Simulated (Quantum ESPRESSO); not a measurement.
# Fixed-spin-moment curve of FePt

How stiff is the total moment of FePt, and does E(M) have further minima?

Main program and level: Quantum ESPRESSO 7.5; PBE; plane waves with GBRV 1.5 PBE potentials, no spin-orbit coupling.

## Step 1: The structure

It takes space group P4/mmm (No. 123, tetragonal). The conventional cell has a = 2.724 Å, b = 2.724 Å, c = 3.713 Å, α = 90.00°, β = 90.00°, γ = 90.00°. Nearest to Fe lie 8 Pt at 2.68 Å and 4 Fe at 2.72 Å. Pt has 8 Fe at 2.68 Å and 4 Pt at 2.72 Å nearest. Farther neighbours are not listed.

The lattice constants were typed from memory of published values and not checked against a source.

## Step 2: The free run

pw.in reads:

```
&CONTROL
  calculation = 'scf'
  prefix = 'pwscf'
  outdir = './tmp'
  pseudo_dir = './pseudo'
  disk_io = 'nowf'
/
&SYSTEM
  ibrav = 0
  celldm(1) = 8
  nat = 2
  ntyp = 2
  ecutwfc = 40
  ecutrho = 280
  nbnd = 24
  occupations = 'smearing'
  smearing = 'fd'
  degauss = 0.00367493
  nspin = 2
  starting_magnetization(1) = 0.175
  starting_magnetization(2) = 0
/
&ELECTRONS
  conv_thr = 4d-09
  electron_maxstep = 150
  mixing_beta = 0.3
/
ATOMIC_SPECIES
Fe     55.8450 fe_pbe_v1.5.uspp.F.UPF
Pt    195.0840 pt_pbe_v1.4.uspp.F.UPF
CELL_PARAMETERS alat
   0.6433985968878    0.0000000000000    0.0000000000000
   0.0000000000000    0.6433985968878    0.0000000000000
   0.0000000000000    0.0000000000000    0.8770691375919
ATOMIC_POSITIONS crystal
Fe      0.0000000000    0.0000000000    0.0000000000
Pt      0.5000000000    0.5000000000    0.5000000000
K_POINTS automatic
14 14 14 0 0 0
```

Started as:

```
$ OMP_NUM_THREADS=1 mpirun -n 4 pw.x -nk 4 -in pw.in > pw.out
```

The log of the run:

```text
Program PWSCF v.7.5 starts

     Message from routine setup:
     using ibrav=0 with symmetry is DISCOURAGED, use correct ibrav instead

     K-points division:     npool     =       4
     Subspace diagonalization in iterative solution of the eigenvalue problem:

     G-vector sticks info
     --------------------
     sticks:   dense  smooth     PW     G-vecs:    dense   smooth      PW
     Sum         593     341    109                14709     6361    1205

     Using Slab Decomposition

     bravais-lattice index     =            0
     lattice parameter (alat)  =       8.0000  a.u.
     unit-cell volume          =     185.8934 (a.u.)^3
     number of atoms/cell      =            2
     number of atomic types    =            2
     number of electrons       =        32.00
     number of Kohn-Sham states=           24
     kinetic-energy cutoff     =      40.0000  Ry
     charge density cutoff     =     280.0000  Ry
     scf convergence threshold =      4.0E-09
     mixing beta               =       0.3000
     number of iterations used =            8  plain     mixing
     Exchange-correlation=  SLA  PW   PBX  PBC
                           (   1   4   3   4   0   0   0)

     celldm(1)=   8.000000  celldm(2)=   0.000000  celldm(3)=   0.000000
     celldm(4)=   0.000000  celldm(5)=   0.000000  celldm(6)=   0.000000

     crystal axes: (cart. coord. in units of alat)
               a(1) = (   0.643399   0.000000   0.000000 )
               a(2) = (   0.000000   0.643399   0.000000 )
               a(3) = (   0.000000   0.000000   0.877069 )

     reciprocal axes: (cart. coord. in units 2 pi/alat)
               b(1) = (  1.554246  0.000000  0.000000 )
               b(2) = (  0.000000  1.554246  0.000000 )
               b(3) = (  0.000000  0.000000  1.140161 )

     PseudoPot. # 1 for Fe read from file:
     fe_pbe_v1.5.uspp.F.UPF
     Pseudo is Ultrasoft + core correction, Zval = 16.0
     Generated by new atomic code, or converted to UPF format
     Using radial grid of  861 points,  6 beta functions with:
                l(1) =   0
                l(2) =   0
                l(3) =   1
                l(4) =   1
                l(5) =   2
                l(6) =   2
     Q(r) pseudized with  8 coefficients,  rinner =    1.000   1.000   1.000
                                                       1.000   1.000

     PseudoPot. # 2 for Pt read from file:
     pt_pbe_v1.4.uspp.F.UPF
     Pseudo is Ultrasoft + core correction, Zval = 16.0
     Generated by new atomic code, or converted to UPF format
     Using radial grid of  985 points,  6 beta functions with:
                l(1) =   0
                l(2) =   0
                l(3) =   1
                l(4) =   1
                l(5) =   2
                l(6) =   2
     Q(r) pseudized with  8 coefficients,  rinner =    1.300   1.300   1.300
                                                       1.300   1.300

     atomic species   valence    mass     pseudopotential
     Fe               16.00    55.84500     Fe( 1.00)
     Pt               16.00   195.08400     Pt( 1.00)

     Starting magnetic structure
     atomic species   magnetization
     Fe              0.175
     Pt              0.000

     16 Sym. Ops., with inversion, found

   Cartesian axes

     site n.     atom                  positions (alat units)
         1        Fe     tau(   1) = (   0.0000000   0.0000000   0.0000000  )
         2        Pt     tau(   2) = (   0.3216993   0.3216993   0.4385346  )

     number of k points=   288  Fermi-Dirac smearing, width (Ry)=  0.0037

     Number of k-points >= 100: set verbosity='high' to print them.

     Dense  grid:    14709 G-vectors     FFT dimensions: (  27,  27,  40)

     Smooth grid:     6361 G-vectors     FFT dimensions: (  24,  24,  30)

     Check: negative core charge=   -0.000027
     Generating pointlists ...
     new r_m :   0.2607 (alat units)  2.0853 (a.u.) for type    1
     new r_m :   0.2607 (alat units)  2.0853 (a.u.) for type    2

     Initial potential from superposition of free atoms

     starting charge      30.5000, renormalised to      32.0000

     negative rho (up, down):  9.890E-02 9.897E-02
     Starting wfcs are   25 randomized atomic wfcs

     Self-consistent Calculation

     iteration #  1     ecut=    40.00 Ry     beta= 0.30
     Davidson diagonalization with overlap
     ethr =  1.00E-02,  avg # of iterations =  4.2

     negative rho (up, down):  9.166E-02 9.169E-02

     total energy              =    -458.56652874 Ry
     estimated scf accuracy    <       8.14915873 Ry

     total magnetization       =     0.72 Bohr mag/cell
     absolute magnetization    =     0.93 Bohr mag/cell

     iteration #  2     ecut=    40.00 Ry     beta= 0.30
     Davidson diagonalization with overlap
     ethr =  1.00E-02,  avg # of iterations =  2.1

     negative rho (up, down):  9.238E-02 9.239E-02

     total energy              =    -460.01841563 Ry
     estimated scf accuracy    <      14.15436616 Ry

     total magnetization       =     0.75 Bohr mag/cell
     absolute magnetization    =     0.84 Bohr mag/cell

     iteration #  3     ecut=    40.00 Ry     beta= 0.30
     Davidson diagonalization with overlap
     ethr =  1.00E-02,  avg # of iterations =  2.0

     negative rho (up, down):  9.199E-02 9.115E-02

     total energy              =    -461.01757377 Ry
     estimated scf accuracy    <       0.30418945 Ry

     total magnetization       =     2.97 Bohr mag/cell
     absolute magnetization    =     3.01 Bohr mag/cell

     [... further iterations left out ...]

     iteration # 11     ecut=    40.00 Ry     beta= 0.30
     Davidson diagonalization with overlap
     ethr =  5.70E-09,  avg # of iterations =  3.2

     negative rho (up, down):  9.165E-02 8.765E-02

     total energy              =    -461.07790954 Ry
     estimated scf accuracy    <       0.00000177 Ry

     total magnetization       =     3.32 Bohr mag/cell
     absolute magnetization    =     3.51 Bohr mag/cell

     iteration # 12     ecut=    40.00 Ry     beta= 0.30
     Davidson diagonalization with overlap
     ethr =  5.53E-09,  avg # of iterations =  1.0

     negative rho (up, down):  9.165E-02 8.765E-02

     total energy              =    -461.07790980 Ry
     estimated scf accuracy    <       0.00000003 Ry

     total magnetization       =     3.32 Bohr mag/cell
     absolute magnetization    =     3.51 Bohr mag/cell

     iteration # 13     ecut=    40.00 Ry     beta= 0.30
     Davidson diagonalization with overlap
     ethr =  9.62E-11,  avg # of iterations =  2.4

     negative rho (up, down):  9.165E-02 8.765E-02

     total energy              =    -461.07790984 Ry
     estimated scf accuracy    <       0.00000002 Ry

     total magnetization       =     3.32 Bohr mag/cell
     absolute magnetization    =     3.51 Bohr mag/cell

     iteration # 14     ecut=    40.00 Ry     beta= 0.30
     Davidson diagonalization with overlap
     ethr =  5.47E-11,  avg # of iterations =  1.7

     negative rho (up, down):  9.165E-02 8.765E-02

     Magnetic moment per site  (integrated on atomic sphere of radius R)
     atom   1 (R=0.261)  charge= 14.7157  magn=  2.9966
     atom   2 (R=0.261)  charge= 13.7955  magn=  0.3910

     End of self-consistent calculation

     Number of k-points >= 100: set verbosity='high' to print the bands.

     the Fermi energy is    20.0470 ev

!    total energy              =    -461.07790987 Ry
     estimated scf accuracy    <          3.5E-09 Ry
     smearing contrib. (-TS)   =      -0.00077716 Ry
     internal energy E=F+TS    =    -461.07713271 Ry

     The total energy is F=E-TS. E is the sum of the following terms:
     one-electron contribution =    -143.77495503 Ry
     hartree contribution      =      95.35387502 Ry
     xc contribution           =     -86.20020379 Ry
     ewald contribution        =    -326.45584891 Ry

     total magnetization       =     3.32 Bohr mag/cell
     absolute magnetization    =     3.51 Bohr mag/cell

     convergence has been achieved in  14 iterations

=------------------------------------------------------------------------------=
   JOB DONE.
=------------------------------------------------------------------------------=
```

Wall time 1.9 min (4 MPI ranks of Intel Xeon at 2.50GHz (Skylake/Cascade Lake), shared host); peak memory 0.45 GiB; 7.6 min of CPU time.

Spin moment in the atom's sphere by atom:

```csv
atom,spin moment in the atom's sphere (μB)
Fe1,3.00
Pt2,0.39
```

This step gave:

- smearing term TS: 0.01057 eV
- magnetization: 3.321 μB
- absolute magnetization: 3.509 μB
- final state: ferromagnetic

## Step 3: Moment fixed at 0 μB

The two spin channels are filled to separate Fermi energies, so that the total moment meets the target. Half of the up one less the down one is the slope dE/dM.

pw.in: that of step 2 with these lines changed.

```diff
@@ -14,3 +14,3 @@
   ecutrho = 280
-  nbnd = 24
+  nbnd = 25
   occupations = 'smearing'
@@ -19,4 +19,5 @@
   nspin = 2
-  starting_magnetization(1) = 0.175
+  starting_magnetization(1) = 0.0088
   starting_magnetization(2) = 0
+  tot_magnetization = 0
 /
```

The log of the run:

```text
     [... lines left out ...]
Program PWSCF v.7.5 starts
     [... lines left out ...]
     number of atoms/cell      =            2
     [... lines left out ...]
     number of electrons       =        32.00 (up:  16.00, down:  16.00)
     number of Kohn-Sham states=           25
     kinetic-energy cutoff     =      40.0000  Ry
     charge density cutoff     =     280.0000  Ry
     scf convergence threshold =      4.0E-09
     [... lines left out ...]
     16 Sym. Ops., with inversion, found
     [... lines left out ...]
     number of k points=   288  Fermi-Dirac smearing, width (Ry)=  0.0037
     [... lines left out ...]
     iteration # 16     ecut=    40.00 Ry     beta= 0.30
     [... lines left out ...]
     Magnetic moment per site  (integrated on atomic sphere of radius R)
     atom   1 (R=0.261)  charge= 14.7856  magn=  0.0001
     atom   2 (R=0.261)  charge= 13.7274  magn= -0.0001
     [... lines left out ...]
     the spin up/dw Fermi energies are    19.8797   19.8798 ev
!    total energy              =    -461.01958907 Ry
     estimated scf accuracy    <          1.5E-09 Ry
     smearing contrib. (-TS)   =      -0.00274562 Ry
     [... lines left out ...]
     total magnetization       =    -0.00 Bohr mag/cell
     absolute magnetization    =     0.00 Bohr mag/cell
     convergence has been achieved in  16 iterations
```

It took 2.1 min on 4 MPI ranks; peak memory 0.46 GiB.

Read from the output:

* magnetization: 0 μB
* absolute magnetization: 0 μB
* half the difference of the two Fermi energies: -0.1 meV
* largest moment: 0 μB

## Step 4: Moment fixed at 0.408 μB

pw.in: that of step 3 with these lines changed.

```diff
@@ -14,3 +14,3 @@
   ecutrho = 280
-  nbnd = 25
+  nbnd = 26
   occupations = 'smearing'
@@ -19,5 +19,5 @@
   nspin = 2
-  starting_magnetization(1) = 0.0088
+  starting_magnetization(1) = 0.0255
   starting_magnetization(2) = 0
-  tot_magnetization = 0
+  tot_magnetization = 0.408
 /
```

The log of the run:

```text
     [... lines left out ...]
Program PWSCF v.7.5 starts
     [... lines left out ...]
     number of atoms/cell      =            2
     [... lines left out ...]
     number of electrons       =        32.00 (up:  16.20, down:  15.80)
     number of Kohn-Sham states=           26
     kinetic-energy cutoff     =      40.0000  Ry
     charge density cutoff     =     280.0000  Ry
     scf convergence threshold =      4.0E-09
     [... lines left out ...]
     16 Sym. Ops., with inversion, found
     [... lines left out ...]
     number of k points=   288  Fermi-Dirac smearing, width (Ry)=  0.0037
     [... lines left out ...]
     iteration # 17     ecut=    40.00 Ry     beta= 0.30
     [... lines left out ...]
     Magnetic moment per site  (integrated on atomic sphere of radius R)
     atom   1 (R=0.261)  charge= 14.7842  magn=  0.4441
     atom   2 (R=0.261)  charge= 13.7290  magn= -0.0155
     [... lines left out ...]
     the spin up/dw Fermi energies are    19.7990   19.9733 ev
!    total energy              =    -461.02093655 Ry
     estimated scf accuracy    <          1.4E-09 Ry
     smearing contrib. (-TS)   =      -0.00269487 Ry
     [... lines left out ...]
     total magnetization       =     0.41 Bohr mag/cell
     absolute magnetization    =     0.49 Bohr mag/cell
     convergence has been achieved in  17 iterations
```

Run time: 2.2 min. Hardware: 4 MPI ranks; peak memory 0.47 GiB.

Spin moment in the atom's sphere by atom:

```csv
atom,spin moment in the atom's sphere (μB)
Fe1,0.444
Pt2,-0.015
```

Numbers from this step:

```yaml
magnetization: 0.408 μB
absolute_magnetization: 0.492 μB
half_the_difference_of_the_two_fermi_energies: -87.2 meV
```

## Step 5: Moment fixed at 0.815 μB

pw.in: that of step 4 with these lines changed.

```diff
@@ -19,5 +19,5 @@
   nspin = 2
-  starting_magnetization(1) = 0.0255
+  starting_magnetization(1) = 0.0509
   starting_magnetization(2) = 0
-  tot_magnetization = 0.408
+  tot_magnetization = 0.815
 /
```

The log of the run:

```text
     [... lines left out ...]
Program PWSCF v.7.5 starts
     [... lines left out ...]
     number of atoms/cell      =            2
     [... lines left out ...]
     number of electrons       =        32.00 (up:  16.41, down:  15.59)
     number of Kohn-Sham states=           26
     kinetic-energy cutoff     =      40.0000  Ry
     charge density cutoff     =     280.0000  Ry
     scf convergence threshold =      4.0E-09
     [... lines left out ...]
     16 Sym. Ops., with inversion, found
     [... lines left out ...]
     number of k points=   288  Fermi-Dirac smearing, width (Ry)=  0.0037
     [... lines left out ...]
     iteration # 17     ecut=    40.00 Ry     beta= 0.30
     [... lines left out ...]
     Magnetic moment per site  (integrated on atomic sphere of radius R)
     atom   1 (R=0.261)  charge= 14.7803  magn=  0.8693
     atom   2 (R=0.261)  charge= 13.7335  magn= -0.0138
     [... lines left out ...]
     the spin up/dw Fermi energies are    19.7367   20.0618 ev
!    total energy              =    -461.02468588 Ry
     estimated scf accuracy    <          1.4E-09 Ry
     smearing contrib. (-TS)   =      -0.00276783 Ry
     [... lines left out ...]
     total magnetization       =     0.82 Bohr mag/cell
     absolute magnetization    =     0.95 Bohr mag/cell
     convergence has been achieved in  17 iterations
```

The job ended after 2.3 min (4 MPI ranks; peak memory 0.47 GiB).

This step gave:

```yaml
magnetization: 0.815 μB
absolute_magnetization: 0.954 μB
half_the_difference_of_the_two_fermi_energies: -162.6 meV
largest_moment: 0.8693 μB
```

## Step 6: E(M)

The runs not shown differ in the target, the start and the number of states alone. The point at 3.32 μB is the free run, entered with slope zero.

Table of energy over the lowest by total spin moment:

```csv
total spin moment (μB a cell),energy over the lowest (meV a cell)
0.00,793
0.41,775
0.81,724
1.22,642
1.63,525
2.04,378
2.44,221
2.85,79.1
3.26,1.62
3.32,0
3.67,48.8
4.08,271
4.48,701
```

Table of dE/dM by total spin moment:

```csv
total spin moment (μB a cell),dE/dM (meV/μB)
0.00,-0.0602
0.41,-87.2
0.81,-163
1.22,-243
1.63,-330
2.04,-382
2.44,-380
2.85,-298
3.26,-52.6
3.32,0
3.67,287
4.08,822
4.48,1279
```

Largest site moment against total spin moment:

```csv
total spin moment (μB a cell),largest site moment (μB)
0.00,8.5e-5
0.41,0.444
0.81,0.869
1.22,1.30
1.63,1.73
2.04,2.11
2.44,2.43
2.85,2.71
3.26,2.96
3.32,3.00
3.67,3.18
4.08,3.37
4.48,3.53
```

## Step 7: Results

```
moment of the free run                              : 3.32 μB a cell
energy at zero total moment                         : 793 meV a cell over the lowest
ΔE/ΔM² from the lowest point to 3.67 and to 2.85 μB : 404 and 362 meV/μB²
```

In words: At zero total moment the site moments vanish, so the 793 meV a cell is the energy of forming them. The points show one minimum alone. The cell holds one seeded atom, so opposed orders, which may lie lower, cannot form in it.

[Logs and program files are shortened in this print: banners, set-up blocks, solver, clock and traceback lines can be left out without a mark of their own.]

[Logs are printed without paths, hosts, clocks, repeated set-up lines and the standing remarks that a program may print on its own settings, such as how far it seeks lower states.]

[Hosts, paths, dates, database ids (printed as entryN), source tags and the programs' standing remarks are cut or masked in the printed files.]

[Where a cell is said to come from a database of computed structures, the database is the Materials Project.]
